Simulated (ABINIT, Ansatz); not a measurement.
# LiHS (Ama2): one start, several treatments of the self-energy, part 2 of 2

How much does the gap of LiHS (Ama2) depend on the approximation to the self-energy?

ABINIT 10.8.3; PBEsol and many-body steps on it, plane waves. Known limits of the many-body steps: not at the basis limit; coarse k mesh.

So far. Step 5 (G0W0, Hybertsen-Louie plasmon pole): Against G0W0 in ABINIT (2×2×2 mesh, 73 bands, screening to 114.3 eV, Godby-Needs plasmon pole), the gap moves by +0.116 eV. Step 6 (G0W0, von der Linden-Horsch plasmon pole): Against G0W0 in ABINIT (2×2×2 mesh, 73 bands, screening to 114.3 eV, Godby-Needs plasmon pole), the gap moves by +0.128 eV.

### Step 7. One-shot COHSEX

This step: one-shot COHSEX on PBEsol, plane waves, norm-conserving pseudopotentials.

The input, run.abi:

```
acell 3*1.0 Angstrom
rprim 
  6.156870000000 0.000000000000 0.000000000000
  0.000000000000 2.809205000000 2.757390000000
  0.000000000000 -2.809205000000 2.757390000000
ntypat 3
znucl 3 1 16
natom 6
typat 1 1 2 2 3 3
xred 
  0.500000000000 0.501660000000 0.501660000000
  0.000000000000 0.501660000000 0.501660000000
  0.250000000000 0.133090000000 0.983490000000
  0.750000000000 0.983490000000 0.133090000000
  0.750000000000 0.998760000000 0.475340000000
  0.250000000000 0.475340000000 0.998760000000
pp_dirpath "pseudos"
pseudos "Li.upf, H.upf, S.upf"
ecut 33
ngkpt 2 2 2
nshiftk 1
shiftk 0 0 0
kptopt 1
chksymbreak 0
istwfk *1
occopt 1
irdwfk 1
optdriver 4
nband 73
gwcalctyp 7
ecutsigx 33
symsigma 1
nkptgw 1
kptgw 
  0.0000000000 0.0000000000 0.0000000000
bdgw 
  9 12
ecuteps 4.2
irdscr 1
indata_prefix "in"
outdata_prefix "out"
tmpdata_prefix "tmp"
```

Launch:

```
OMP_NUM_THREADS=1 mpirun -n 4 abinit run.abi > log
```

Numbers of over 12 decimals in the logs are rounded to 6 here.

What it wrote:

```text
.Version 10.8.3 of ABINIT. v10.8.2 released Aug 2026.

 Symmetries : space group Am a 2 (# 40); Bravais oC (1-face-center ortho.)
[... echo of the input left out ...]
== DATASET  1 ==================================================================
-   mpi_nproc: 4, omp_nthreads: 1 (-1 if OMP is not activated)

--- !DatasetInfo
iteration_state: {dtset: 1, }
dimensions: {natom: 6, nkpt: 6, mband: 73, nsppol: 1, nspinor: 1, nspden: 1, mpw: 5848, }
cutoff_energies: {ecut:  33.0, pawecutdg:  -1.0, }
[...]
10  -0.122 -12.727 -15.736  -0.178   1.000   0.000 -15.914  -3.187  -3.309
       11   3.208  -8.834  -4.303  -4.353   1.000   0.000  -8.656   0.178   3.385
       12   3.571  -8.614  -4.145  -4.226   1.000   0.000  -8.370   0.244   3.815

== END DATASET(S) ==============================================================
================================================================================

 -outvars: echo values of variables after computation  --------
           etotal      0.0000000000E+00
            nband          73
             nkpt           6
          spgroup          40
 [... the other variables as echoed above ...]

 Calculation completed.
```

Wall time 3.5 s (4 MPI ranks of Arm Neoverse N1, shared host); peak memory 0.43 GiB; 14 s of CPU time.

This step gave:

| Quantity | Value |
| --- | --- |
| quasiparticle gap on the points computed | 6.694 eV |
| starting gap on the mesh | 3.330 eV |
| k of the valence top | 0, 0, 0 |
| k of the conduction bottom | 0, 0, 0 |
| least direct quasiparticle gap on the computed points | 6.694 eV |

Against G0W0 in ABINIT (2×2×2 mesh, 73 bands, screening to 114.3 eV, Godby-Needs plasmon pole), the gap moves by +1.221 eV.

### Step 8. One-shot Hartree-Fock

This step: one-shot Hartree-Fock on PBEsol, plane waves, norm-conserving pseudopotentials.

Edit run.abi of step 7 so:

```diff
@@ -28,4 +28,4 @@
 optdriver 4
-nband 73
-gwcalctyp 7
+nband 14
+gwcalctyp 5
 ecutsigx 33
@@ -37,4 +37,4 @@
   9 12
-ecuteps 4.2
-irdscr 1
+ixc_sigma 40
+fftgw 31
 indata_prefix "in"
```

What it wrote:

```text
.Version 10.8.3 of ABINIT. v10.8.2 released Aug 2026.

 Symmetries : space group Am a 2 (# 40); Bravais oC (1-face-center ortho.)
[... echo of the input left out ...]
== DATASET  1 ==================================================================
-   mpi_nproc: 4, omp_nthreads: 1 (-1 if OMP is not activated)

--- !DatasetInfo
iteration_state: {dtset: 1, }
dimensions: {natom: 6, nkpt: 6, mband: 14, nsppol: 1, nspinor: 1, nspden: 1, mpw: 5848, }
cutoff_energies: {ecut:  33.0, pawecutdg:  -1.0, }
[...]
10  -0.122 -12.727 -15.736   0.000   1.000   0.000 -15.736  -3.009  -3.131
       11   3.208  -8.834  -4.303   0.000   1.000   0.000  -4.303   4.531   7.739
       12   3.571  -8.614  -4.145   0.000   1.000   0.000  -4.145   4.470   8.041

== END DATASET(S) ==============================================================
================================================================================

 -outvars: echo values of variables after computation  --------
           etotal      0.0000000000E+00
            nband          14
             nkpt           6
          spgroup          40
 [... the other variables as echoed above ...]

 Calculation completed.
```

Wall time 3.3 s (4 MPI ranks); peak memory 0.45 GiB.

This step gave:

```yaml
quasiparticle_gap_on_the_points_computed: 10.87 eV
starting_gap_on_the_mesh: 3.330 eV
k_of_the_valence_top: 0, 0, 0
k_of_the_conduction_bottom: 0, 0, 0
least_direct_quasiparticle_gap_on_the_computed_points: 10.87 eV
```

Against G0W0 in ABINIT (2×2×2 mesh, 73 bands, screening to 114.3 eV, Godby-Needs plasmon pole), the gap moves by +5.397 eV.

### Step 9. Screening, 2×2×2 mesh, 73 bands, screening to 114.3 eV

This step: RPA screening on PBEsol, plane waves, norm-conserving pseudopotentials.

Edit run.abi of step 8 so:

```diff
@@ -27,14 +27,14 @@
 irdwfk 1
-optdriver 4
-nband 14
-gwcalctyp 5
-ecutsigx 33
-symsigma 1
-nkptgw 1
-kptgw 
-  0.0000000000 0.0000000000 0.0000000000
-bdgw 
-  9 12
-ixc_sigma 40
-fftgw 31
+optdriver 3
+nband 73
+ecuteps 4.2
+inclvkb 2
+awtr 1
+symchi 1
+gwcalctyp 2
+nfreqre 16
+freqremax 40 eV
+nfreqim 8
+spmeth 1
+nomegasf 120
 indata_prefix "in"
```

What it wrote:

```text
.Version 10.8.3 of ABINIT. v10.8.2 released Aug 2026.

 Symmetries : space group Am a 2 (# 40); Bravais oC (1-face-center ortho.)
[... echo of the input left out ...]
== DATASET  1 ==================================================================
-   mpi_nproc: 4, omp_nthreads: 1 (-1 if OMP is not activated)

--- !DatasetInfo
iteration_state: {dtset: 1, }
dimensions: {natom: 6, nkpt: 6, mband: 73, nsppol: 1, nspinor: 1, nspden: 1, mpw: 5848, }
cutoff_energies: {ecut:  33.0, pawecutdg:  -1.0, }
electrons: {nelect:   2.00000000E+01, charge:   0.00000000E+00, occopt:   1.00000000E+00, tsmear:   1.00000000E-02, }

 SCREENING: Calculation of the susceptibility and dielectric matrices

 Based on a program developped by R.W. Godby, V. Olevano, G. Onida, and L. Reining.
 Incorporated in ABINIT by V. Olevano, G.-M. Rignanese, and M. Torrent.
.Using double precision arithmetic ; gwpc =  8

[... cell and pseudopotentials left out ...]
--------------------------------------------------------------------------------

 ==== K-mesh for the wavefunctions ====
 Number of points in the irreducible wedge :     6
[... list of points left out ...]
 Together with  4 symmetry operations and time-reversal symmetry
 yields     8 points in the full Brillouin Zone.

 ==== Q-mesh for the screening function ====
 Number of points in the irreducible wedge :     6
[... list of points left out ...]
 Together with  4 symmetry operations and time-reversal symmetry
 yields     8 points in the full Brillouin Zone.

 setmesh: FFT mesh size selected  =    48x   32x   32
          total number of points  =        49152

 vcoul_init : cutoff-mode = AUXILIARY_FUNCTION
 q-points for optical limit:   1
     1)      0.000010    0.000020    0.000030

- screening: taking advantage of time-reversal symmetry
- Maximum band index for partially occupied states nbvw = 10
- Remaining bands to be divided among processors   nbcw = 63
- Number of bands treated by each node ~15

 Number of electrons calculated from density =   20.0000; Expected =   20.0000
 average of density, n =  0.031071
 r_s =    1.9733
 omega_plasma =   17.0034 [eV]

 calculating chi0 at frequencies [eV] :
  1    0.000000E+00    0.000000E+00
  2    2.666667E+00    0.000000E+00
  3    5.333333E+00    0.000000E+00
[...]
23    0.000000E+00    4.330477E+01
 24    0.000000E+00    6.097359E+01

--------------------------------------------------------------------------------
  q-point number  1        q = ( 0.000000, 0.000000, 0.000000) [r.l.u.]
--------------------------------------------------------------------------------
[... chi0 elements left out ...]
  [... further frequencies ...]

 No. of calculated frequencies >  15, stop printing
 For q-point:  0.000010 0.000020 0.000030
  dielectric constant =   3.7364
  dielectric constant without local fields =   4.6309

  Average fulfillment of the sum rule on Im[epsilon] for q-point    1 :     61.62  [%]
[... wings left out ...]
  q-point number  2        q = ( 0.500000, 0.000000, 0.000000) [r.l.u.]
--------------------------------------------------------------------------------
[... chi0 elements left out ...]
  [... further frequencies ...]

 No. of calculated frequencies >  15, stop printing
  Average fulfillment of the sum rule on Im[epsilon] for q-point    2 :     70.84  [%]

 [... 4 further q-points ...]
```

The job ended after 23 s (4 MPI ranks; peak memory 1.5 GiB).

Numbers from this step:

```
ε∞ with local fields, on this mesh, along the program's q direction : 3.736
the same without local fields                                       : 4.631
plasma frequency                                                    : 17.00 eV
plane waves in the screening matrix                                 : 283
```

### Step 10. G0W0, contour deformation

This step: G0W0 on PBEsol, plane waves, norm-conserving pseudopotentials.

Edit run.abi of step 9 so:

```diff
@@ -27,14 +27,14 @@
 irdwfk 1
-optdriver 3
+optdriver 4
 nband 73
+gwcalctyp 2
+ecutsigx 33
+symsigma 1
+nkptgw 1
+kptgw 
+  0.0000000000 0.0000000000 0.0000000000
+bdgw 
+  9 12
 ecuteps 4.2
-inclvkb 2
-awtr 1
-symchi 1
-gwcalctyp 2
-nfreqre 16
-freqremax 40 eV
-nfreqim 8
-spmeth 1
-nomegasf 120
+irdscr 1
 indata_prefix "in"
```

What it wrote:

```text
.Version 10.8.3 of ABINIT. v10.8.2 released Aug 2026.

 Symmetries : space group Am a 2 (# 40); Bravais oC (1-face-center ortho.)
[... echo of the input left out ...]
== DATASET  1 ==================================================================
-   mpi_nproc: 4, omp_nthreads: 1 (-1 if OMP is not activated)

--- !DatasetInfo
iteration_state: {dtset: 1, }
dimensions: {natom: 6, nkpt: 6, mband: 73, nsppol: 1, nspinor: 1, nspden: 1, mpw: 5848, }
cutoff_energies: {ecut:  33.0, pawecutdg:  -1.0, }
[...]
10  -0.122 -12.727 -15.736   1.895   0.786  -0.272 -13.602  -0.875  -0.997
[...]
12   3.571  -8.614  -4.145  -2.908   0.818  -0.223  -7.337   1.277   4.848
       12   0.000   0.000   0.000   0.000   0.000   0.000   0.000   0.000   0.000

== END DATASET(S) ==============================================================
================================================================================

 -outvars: echo values of variables after computation  --------
           etotal      0.0000000000E+00
            nband          73
             nkpt           6
          spgroup          40
 [... the other variables as echoed above ...]

 Calculation completed.
```

Run time: 5.5 s. Hardware: 4 MPI ranks; peak memory 0.43 GiB; 22 s of CPU time.

Numbers from this step:

- G0W0 gap on the points computed: 5.453 eV
- starting gap on the mesh: 3.330 eV
- k of the valence top: 0, 0, 0
- k of the conduction bottom: 0, 0, 0
- least direct G0W0 gap on the computed points: 5.453 eV

Against G0W0 in ABINIT (2×2×2 mesh, 73 bands, screening to 114.3 eV, Godby-Needs plasmon pole), the gap moves by −0.020 eV.

### Step 11. The runs together

Times are wall times on 4 MPI ranks of Arm Neoverse N1, shared host, good to a factor of about two. A run's time includes the screening step that it read.

| run | mesh | bands | screening cutoff (eV) | DFT gap (eV) | gap on the mesh (eV) | direct (eV) | ε∞ used | time |
| --- | --- | --- | --- | --- | --- | --- | --- | --- |
| G0W0, Godby-Needs plasmon pole | 2×2×2 | 73 | 114.3 | 3.330 | 5.473 | 5.473 | 3.73 | 23 s |
| G0W0, Hybertsen-Louie plasmon pole | 2×2×2 | 73 | 114.3 | 3.330 | 5.589 | 5.589 | 3.73 | 22 s |
| G0W0, von der Linden-Horsch plasmon pole | 2×2×2 | 73 | 114.3 | 3.330 | 5.601 | 5.601 | 3.73 | 22 s |
| one-shot COHSEX | 2×2×2 | 73 | 114.3 | 3.330 | 6.694 | 6.694 | 3.73 | 19 s |
| one-shot Hartree-Fock | 2×2×2 | - | - | 3.330 | 10.870 | 10.870 | - | 3.3 s |
| G0W0, contour deformation | 2×2×2 | 73 | 114.3 | 3.330 | 5.453 | 5.453 | 3.74 | 28 s |

### Step 12. Summary of results

| Quantity | Value |
| --- | --- |
| G0W0, Godby-Needs plasmon pole | 5.473 eV |
| G0W0, Hybertsen-Louie plasmon pole | 5.589 eV |
| G0W0, von der Linden-Horsch plasmon pole | 5.601 eV |
| one-shot COHSEX | 6.694 eV |
| one-shot Hartree-Fock | 10.870 eV |
| G0W0, contour deformation | 5.453 eV |
| known limits | not at the basis limit; coarse k mesh |

What this shows: G0W0, Hybertsen-Louie plasmon pole: +0.116 eV against G0W0, Godby-Needs plasmon pole. G0W0, von der Linden-Horsch plasmon pole: +0.128 eV against G0W0, Godby-Needs plasmon pole. One-shot COHSEX: +1.221 eV against G0W0, Godby-Needs plasmon pole. One-shot Hartree-Fock: +5.397 eV against G0W0, Godby-Needs plasmon pole. G0W0, contour deformation: −0.020 eV against G0W0, Godby-Needs plasmon pole. Bare exchange alone opens the gap to 10.87 eV; against G0W0, correlation takes back 5.40 eV. Static COHSEX lies above G0W0: it lacks the factor Z and overstates the Coulomb hole of the filled states. Bands and cutoff are finite, so the gap is not at the basis limit. The miss can reach some tenths of an eV and take either sign; the mesh is an error of its own. In the first G0W0 run levels were corrected at 1 k point alone, so a gap called «on the mesh» is the least over those, and an edge elsewhere would be missed. The 2×2×2 mesh is coarse for this cell, which bears on the long-range parts of exchange and screening.

[Paths, hosts, dates, memory and timing lines, banners, echoed tables and standing remarks are left out of the program output.]

[Logs are printed without paths, hosts, clocks, repeated set-up lines and the standing remarks that a program may print on its own settings, such as how far it seeks lower states.]

[Runs of the session that timed out or met a known fault of the program may be left out.]

[No measured gap is set beside runs whose start may be inverted or whose files or cutoffs have a known fault.]

[Hosts, paths, dates, database ids (printed as entryN), source tags and the programs' standing remarks are cut or masked in the printed files.]

[G0W0 gaps are taken among the corrected bands and points alone; a level outside them can change the order at an edge.]

[Where Ansatz stands beside ABINIT at settings called matched, ABINIT's density can come from a denser mesh and the files from another edition; pairs whose starting gaps differed by over 0.03 eV were left out, so agreement reads better than it is.]
